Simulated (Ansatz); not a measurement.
# Ru(0001) film, 5 layers, groove: surface scattering, part 2 of 2

Aim: how much of the in-plane current does the surface defect in Ru(0001) film, 5 layers, groove reflect?

Ansatz 0.2.0; Ansatz plane-wave DFT, PBE, PAW files; relaxation of the atoms about the surface defect; PAW set soft_1 (the session's first sound run).

So far. Step 2 (Relaxing about the defect): The largest force component on a free atom ends at 0.025 eV/Å, under the tolerance of 0.03, after 4 steps.

## (3) Transmission along the film

The film far from the defect is the lead. The first vector holds vacuum and takes one k-point. Energies from -0.05 to 0.05 eV in steps of 0.05 eV are too few for the program's thermal sum, so it prints no conductance; for a metal the transmission near the Fermi level serves, at a fraction of the cost.

 

This step: Ansatz plane-wave DFT, PBE, PAW files; ballistic transport by layer matching (Landauer), zero bias; PAW set soft_1 (Ansatz 0.2.0).

Contents of input.yaml:

```yaml
crystal:
  lattice:
    - [19.5638, 0.0, 0.0]
    - [0.0, 2.7058, 0.0]
    - [0.0, 0.0, 37.492664601]
  atoms:
    - { symbol: Ru, position: [0.2300166634, 0.0, 0.0] }
    - { symbol: Ru, position: [0.2300166634, 0.5, 0.0625] }
    - { symbol: Ru, position: [0.3394509247, 0.0, 0.0416666667] }
    - { symbol: Ru, position: [0.3394509247, 0.5, 0.1041666667] }
    - { symbol: Ru, position: [0.4488851859, 0.0, 0.0] }
    - { symbol: Ru, position: [0.4488851859, 0.5, 0.0625] }
    - { symbol: Ru, position: [0.5583194471, 0.0, 0.0416666667] }
    - { symbol: Ru, position: [0.5583194471, 0.5, 0.1041666667] }
    - { symbol: Ru, position: [0.6677537084, 0.0, 0.0] }
    - { symbol: Ru, position: [0.6677537084, 0.5, 0.0625] }
    - { symbol: Ru, position: [0.2300166634, 0.0, 0.125] }
    - { symbol: Ru, position: [0.2300166634, 0.5, 0.1875] }
    - { symbol: Ru, position: [0.3394509247, 0.0, 0.1666666667] }
    - { symbol: Ru, position: [0.3394509247, 0.5, 0.2291666667] }
    - { symbol: Ru, position: [0.4488851859, 0.0, 0.125] }
    - { symbol: Ru, position: [0.4488851859, 0.5, 0.1875] }
    - { symbol: Ru, position: [0.5583194471, 0.0, 0.1666666667] }
    - { symbol: Ru, position: [0.5583194471, 0.5, 0.2291666667] }
    - { symbol: Ru, position: [0.6677537084, 0.0, 0.125] }
    - { symbol: Ru, position: [0.6677537084, 0.5, 0.1875] }
    - { symbol: Ru, position: [0.2300166634, 0.0, 0.25] }
    - { symbol: Ru, position: [0.2300166634, 0.5, 0.3125] }
    - { symbol: Ru, position: [0.3394509247, 0.0, 0.2916666667] }
    - { symbol: Ru, position: [0.3394509247, 0.5, 0.3541666667] }
    - { symbol: Ru, position: [0.4488851859, 0.0, 0.25] }
    - { symbol: Ru, position: [0.4488851859, 0.5, 0.3125] }
    - { symbol: Ru, position: [0.5583194471, 0.0, 0.2916666667] }
    - { symbol: Ru, position: [0.5599510499, 0.5, 0.35390825] }
    - { symbol: Ru, position: [0.6677537084, 0.0, 0.25] }
    - { symbol: Ru, position: [0.6677537084, 0.5, 0.3125] }
    - { symbol: Ru, position: [0.2300166634, 0.0, 0.375] }
    - { symbol: Ru, position: [0.2300166634, 0.5, 0.4375] }
    - { symbol: Ru, position: [0.3394509247, 0.0, 0.4166666667] }
    - { symbol: Ru, position: [0.3394509247, 0.5, 0.4791666667] }
    - { symbol: Ru, position: [0.4488851859, 0.0, 0.375] }
    - { symbol: Ru, position: [0.4488851859, 0.5, 0.4375] }
    - { symbol: Ru, position: [0.5594226332, 0.0, 0.4173956223] }
    - { symbol: Ru, position: [0.555081946, 0.5, 0.4789874468] }
    - { symbol: Ru, position: [0.6641074352, 0.0, 0.3724720609] }
    - { symbol: Ru, position: [0.2300166634, 0.0, 0.5] }
    - { symbol: Ru, position: [0.2300166634, 0.5, 0.5625] }
    - { symbol: Ru, position: [0.3394509247, 0.0, 0.5416666667] }
    - { symbol: Ru, position: [0.3394509247, 0.5, 0.6041666667] }
    - { symbol: Ru, position: [0.4488851859, 0.0, 0.5] }
    - { symbol: Ru, position: [0.4488851859, 0.5, 0.5625] }
    - { symbol: Ru, position: [0.555588239, 0.0, 0.5415672315] }
    - { symbol: Ru, position: [0.56058816, 0.5, 0.6032148116] }
    - { symbol: Ru, position: [0.2300166634, 0.0, 0.625] }
    - { symbol: Ru, position: [0.2300166634, 0.5, 0.6875] }
    - { symbol: Ru, position: [0.3394509247, 0.0, 0.6666666667] }
    - { symbol: Ru, position: [0.3394509247, 0.5, 0.7291666667] }
    - { symbol: Ru, position: [0.4488851859, 0.0, 0.625] }
    - { symbol: Ru, position: [0.4488851859, 0.5, 0.6875] }
    - { symbol: Ru, position: [0.5583194471, 0.0, 0.6666666667] }
    - { symbol: Ru, position: [0.5583194471, 0.5, 0.7291666667] }
    - { symbol: Ru, position: [0.6641249219, 0.0, 0.627738962] }
    - { symbol: Ru, position: [0.6677537084, 0.5, 0.6875] }
    - { symbol: Ru, position: [0.2300166634, 0.0, 0.75] }
    - { symbol: Ru, position: [0.2300166634, 0.5, 0.8125] }
    - { symbol: Ru, position: [0.3394509247, 0.0, 0.7916666667] }
    - { symbol: Ru, position: [0.3394509247, 0.5, 0.8541666667] }
    - { symbol: Ru, position: [0.4488851859, 0.0, 0.75] }
    - { symbol: Ru, position: [0.4488851859, 0.5, 0.8125] }
    - { symbol: Ru, position: [0.5583194471, 0.0, 0.7916666667] }
    - { symbol: Ru, position: [0.5583194471, 0.5, 0.8541666667] }
    - { symbol: Ru, position: [0.6677537084, 0.0, 0.75] }
    - { symbol: Ru, position: [0.6677537084, 0.5, 0.8125] }
    - { symbol: Ru, position: [0.2300166634, 0.0, 0.875] }
    - { symbol: Ru, position: [0.2300166634, 0.5, 0.9375] }
    - { symbol: Ru, position: [0.3394509247, 0.0, 0.9166666667] }
    - { symbol: Ru, position: [0.3394509247, 0.5, 0.9791666667] }
    - { symbol: Ru, position: [0.4488851859, 0.0, 0.875] }
    - { symbol: Ru, position: [0.4488851859, 0.5, 0.9375] }
    - { symbol: Ru, position: [0.5583194471, 0.0, 0.9166666667] }
    - { symbol: Ru, position: [0.5583194471, 0.5, 0.9791666667] }
    - { symbol: Ru, position: [0.6677537084, 0.0, 0.875] }
    - { symbol: Ru, position: [0.6677537084, 0.5, 0.9375] }
kpoints:
  mp_grid: { grid: [1, 12, 1] }
hamiltonian:
  xc: pbe
  pseudopotentials: { kind: paw, azcp: { folder: soft_1 } }
scf:
  occupations: { method: fermi_dirac, width: 0.1 }
output:
  transmission:
    leads: [[0, 10]]
    kmesh: [1, 24]
    e_range: [-0.05, 0.05]
    de: 0.05
  write_potential: true
  write_density: true
  volumetric_format: npy
  elf: true
```

On the command line:

```sh
ansatz run input.yaml --threads 8 --pin off --max-ram 15360MiB --backend cpu --events-out ev --progress --plain --runs-dir out
```

Numbers of over 12 decimals in the logs are rounded to 6 here.

The log of the run:

```text
[...]
Crystal: 77 atoms, lattice volume = 1984.702 Å³
Basis set: ecut = 420 eV, 39029 PW (Γ)
Bands: 740, of which v1, the nominal top of the filled ones, is band 616 counted from 1 (615 counted from 0)
Symmetry: 2 space group operations
[...]
k-points: 7 of 12
[...]
SCF iter   1: F=—  HF=-452678.287852 eV  |F-HF|=—  |Δ(HF+E_count)|=         —  Δρ=8.49e-2  dr2=2.28e2  ethr=3.10e-3  ⟨swp⟩=7.1  Hψ=20498  notcnv=0  defer=25
[...]
SCF iter  12: F=-452628.777695 eV  HF=-452628.777695 eV  |F-HF|=1.28e-9  |Δ(HF+E_count)|=   3.03e-9  Δρ=8.94e-7  dr2=2.02e-8  ethr=8.12e-12  ⟨swp⟩=9.9  Hψ=14689  notcnv=0
SCF 1 converged in 12 iterations: F = -452628.777695 eV  dr2 = 2.02e-8
[...]
transmission: 110 of 1092 steps passed
transmission: 224 of 1092 steps passed
[...]
transmission: 1092 of 1092 steps passed
WARN: The input density's exchange-correlation potential varies sharply where the density is thin. Do not read a vacuum level from v_tot or v_xc, or from such a field of the output density. On a cell that repeats whose density bears no net charge and no dipole along the vacuum's axis use v_es (v_loc + v_h of the components); under efield.dipole_correction with no amplitude use v_es + v_field, which holds any external [...]
SCF converged after 12 iterations
Free energy (F): -452628.777695 eV
[...]
Internal energy: -452625.846276 eV  (E = F + TS)
E sigma→0 (E₀):  -452627.311985 eV
Entropy (-TS):   -2.931419 eV (-38.070 meV/atom)
Fermi energy:    10.009655 eV
[...]
--- Band table (eV; the first three rows and the last of 7) ---
  k-point 0: bands = [... 612 lower, 9.7234, 9.7306, 9.7343, 9.7486, 9.7581, 9.7684, 9.7880, 9.8076, ... 120 higher]
  k-point 1: bands = [... 612 lower, 9.5896, 9.5986, 9.6223, 9.6524, 9.6687, 9.6868, 9.7274, 9.7367, ... 120 higher]
  k-point 2: bands = [... 612 lower, 9.4763, 9.4869, 9.5213, 9.5230, 9.5268, 9.5459, 9.5583, 9.5634, ... 120 higher]
  k-point 6: bands = [... 612 lower, 10.7348, 10.7567, 10.7658, 10.7667, 10.8033, 10.8145, 10.9844, 10.9878, ... 120 higher]
--- Transmission ---
  basis      : 469 plane waves across, 84 finite elements along
  points     : 13, standing for a mesh of 1 x 24
  energies   : 3 from -0.050000 to 0.050000 eV about the Fermi level, 0.050000 eV apart; the leads are filled to 0.000000 eV, and channels, transmission and decay are at 0.000000 eV
  crystal 0  : Ru10, at the sites [0, 10], period 4.6866 Å, over 25.78 Å; its Hamiltonian steps by up to 3.1 meV
    offset         : up to 0.0000 Å between an atom of the period and one for which it stands
    channels       : 6.458333e0 a spin
    conductance    : none, the energies end too early or step too widely for 300 K: set another output.transmission.e_range or a lower de, or, where they end at an eighth of basis.ecutwfc, a higher one
  junction   : crystal 0 to crystal 0, 1.95 to 34.76 Å
    transmission   : 3.810663e0 a spin
[...]
```

Run time: 6.5 min. Hardware: 8 threads of Intel Xeon 6975P-C (Granite Rapids), shared host; peak memory 9.7 GiB; 47 min of CPU time.

This step gave:

```
free energy                                    : -452628.7777 eV
energy at zero smearing                        : -452627.3120 eV
cell area                                      : 52.94 Å²
transmission per spin nearest the Fermi level  : 3.811
open channels per spin nearest the Fermi level : 6.458
step of the lead's potential                   : 3.1 meV
```

Per spin. Transmission, zone mean against energy, zero at the Fermi level:

| energy (eV) | transmission, zone mean |
| --- | --- |
| -0.0500 | 3.80 |
| 0.0000 | 3.81 |
| 0.0500 | 3.77 |

Per spin. Open channels, zone mean, lead against energy, zero at the Fermi level:

| energy (eV) | open channels, zone mean, lead |
| --- | --- |
| -0.0500 | 6.54 |
| 0.0000 | 6.46 |
| 0.0500 | 6.46 |

Valence density in the ca plane at fractional y = 0.000, with atoms of Ru within 0.2 Å of it. It is the smooth field of the valence electrons, not physical close to the nuclei.

Values in units of 1e0 e/Å³, 13 rows by 16 columns, each cell a mean:
```
0.0 0.0 0.0 0.0 0.0 0.0 0.0 0.0 0.0 0.0 0.0 0.0 0.0 0.0 0.0 0.0
0.0 0.0 0.0 0.0 0.0 0.0 0.0 0.0 0.0 0.0 0.0 0.0 0.0 0.0 0.0 0.0
0.0 0.0 0.0 0.0 0.0 0.0 0.0 0.0 0.0 0.0 0.0 0.0 0.0 0.0 0.0 0.0
0.0 0.3 0.9 0.1 0.1 0.1 1.1 0.6 0.1 0.1 0.3 1.3 0.2 0.1 0.1 0.7
0.1 2.0 5.5 0.6 0.3 0.4 4.8 2.5 0.3 0.3 1.1 5.7 0.9 0.3 0.3 3.0
0.3 0.3 0.5 5.6 2.0 0.3 0.3 1.6 5.9 0.6 0.3 0.4 3.9 3.9 0.3 0.3
0.2 1.2 2.2 1.0 0.5 0.3 2.2 1.4 1.0 0.3 0.6 2.6 1.0 0.7 0.2 1.4
0.3 2.0 3.7 0.5 0.3 0.3 3.7 2.0 0.5 0.3 0.9 4.5 0.8 0.4 0.3 2.4
0.3 0.3 0.5 6.0 2.1 0.3 0.3 1.7 6.2 0.6 0.3 0.3 4.1 4.1 0.3 0.3
0.3 1.9 3.4 0.6 0.3 0.3 3.4 1.9 0.5 0.3 0.8 4.1 0.8 0.4 0.3 2.2
0.2 1.3 2.4 0.2 0.2 0.2 2.5 1.3 0.2 0.2 0.6 2.9 0.4 0.2 0.2 1.5
0.0 0.0 0.0 0.0 0.0 0.0 0.0 0.0 0.0 0.0 0.0 0.0 0.0 0.0 0.0 0.0
0.0 0.0 0.0 0.0 0.0 0.0 0.0 0.0 0.0 0.0 0.0 0.0 0.0 0.0 0.0 0.0
```
Columns run along c (16.0 Å, from fractional 0.57 to 1.00 of the cell), rows up along a (19.6 Å). Atoms in or near the plane, at fractional coordinates: Ru at (0.62, 0.23), Ru at (0.67, 0.34), Ru at (0.62, 0.45), Ru at (0.67, 0.56), Ru at (0.63, 0.66), Ru at (0.75, 0.23), Ru at (0.79, 0.34), Ru at (0.75, 0.45), Ru at (0.79, 0.56), Ru at (0.75, 0.67), Ru at (0.87, 0.23), Ru at (0.92, 0.34), Ru at (0.87, 0.45), Ru at (0.92, 0.56) and more.

Electrostatic potential energy in the ca plane at fractional y = 0.000, with atoms of Ru within 0.2 Å of it. With pseudopotentials it is smooth inside the atoms' cores, unlike the true potential.

Ten even steps from '0' (-75 eV) to '9' (15 eV), each cell a mean:
```
99999999999999999999999999999999999999999999
99999999999999999999999999999999999999999999
99999999999999999999999999999999999999999999
99999999999999999999999999999999999999999999
99999999999999999999999999999999999999999999
99999999999999999999999999999999999999999999
99999888999999999888999999999988899999999998
99985112799999996201489999998510158999999841
99985213799999997423689999999732379999999863
99999988755689999999875579999999986557999999
89999998300169999999720027999999961003899999
99999998765789999999875579999999987568999999
99984225899999997322589999999631368999999852
99973013799999996201489999998510158999999841
99998888877899999888887789999988888778999998
89999998300169999999720027999999961004899999
99999998643589999999853358999999985336999999
99986446899999998544789999999754579999999974
99972002799999996100489999998500058999999840
99998668999999999767899999999876789999999987
99999999999999999999999999999999999999999999
99999999999999999999999999999999999999999999
99999999999999999999999999999999999999999999
99999999999999999999999999999999999999999999
```
Columns run along c (16.0 Å, from fractional 0.57 to 1.00 of the cell; values clipped at the 3rd and 97th percentile), rows up along a (19.6 Å). Atoms in or near the plane, at fractional coordinates: Ru at (0.62, 0.23), Ru at (0.67, 0.34), Ru at (0.62, 0.45), Ru at (0.67, 0.56), Ru at (0.63, 0.66), Ru at (0.75, 0.23), Ru at (0.79, 0.34), Ru at (0.75, 0.45), Ru at (0.79, 0.56), Ru at (0.75, 0.67), Ru at (0.87, 0.23), Ru at (0.92, 0.34), Ru at (0.87, 0.45), Ru at (0.92, 0.56) and more.

ELF in the ca plane at fractional y = 0.000, with atoms of Ru within 0.2 Å of it. It is the smooth field of the valence electrons, not physical close to the nuclei.

Ten even steps from '0' (0.00) to '9' (0.59), each cell a mean:
```
00000000000000000000000000000000000000000000
00000000000000000000000000000000000000000000
00000000000000000000000000000000000000000000
00000000000000000000000000000000000000000000
00000000000000000000000000000000000000000000
00000001122222221111122222222110112222222211
00112333345555543343335555554334334555555333
11138999655555646999845555554799974555555489
23347888545444435888744544443588864454444368
35555555567633344544567653344454456765334445
45554444899964555444599995455544469998445544
34444444566534444444566653444444456664344444
44447887545554445888744554443588864555444468
55458998545554545999744555444699964555554479
44444455555544444445555544444445555554444444
45554544899964555454599995455545469998445554
34445544688743444554468863344454457885344455
44346776444444434677644444443577754444443357
55459999545555546999845555554799974555555489
55434554356555543455445555554355544555555345
33321111233333332111123333332111112333333211
00000000000000000000000000000000000000000000
00000000000000000000000000000000000000000000
00000000000000000000000000000000000000000000
```
Columns run along c (16.0 Å, from fractional 0.57 to 1.00 of the cell), rows up along a (19.6 Å). Atoms in or near the plane, at fractional coordinates: Ru at (0.62, 0.23), Ru at (0.67, 0.34), Ru at (0.62, 0.45), Ru at (0.67, 0.56), Ru at (0.63, 0.66), Ru at (0.75, 0.23), Ru at (0.79, 0.34), Ru at (0.75, 0.45), Ru at (0.79, 0.56), Ru at (0.75, 0.67), Ru at (0.87, 0.23), Ru at (0.92, 0.34), Ru at (0.87, 0.45), Ru at (0.92, 0.56) and more.

Over the solved energies the transmission per spin lies between 3.77 and 3.81, out of 6.49 channels of the lead on average (up to 6.54).

## (4) Share that passes

 

This step: Ansatz plane-wave DFT, PBE, PAW files; ballistic transport by layer matching (Landauer), zero bias; share of the film's channels that pass the defect (the area holds the vacuum); PAW set soft_1 (Ansatz 0.2.0).

This step gave:

```yaml
t_over_the_leads_mean_channel_count: 0.5854
```

Averaged over the energies near the Fermi level, 58.5 % of the channels pass.

## (5) Results

| Item | Value |
| --- | --- |
| share of the film's channels that pass | 0.585 |

**Reading.** 59 % of the film's channels pass the defect. The film is 5 layers thick, so the defect disturbs a good part of its section. It runs straight across the current without end, so the wavevector along it is kept. Only atoms near the defect are relaxed, while the rest of the face keeps bulk spacings, so part of the reflection may come from that relaxed patch.

[Logs are printed without paths, hosts, clocks, repeated set-up lines and the standing remarks that a program may print on its own settings, such as how far it seeks lower states.]

[Hosts, paths, dates, database ids (printed as entryN), source tags and the programs' standing remarks are cut or masked in the printed files.]
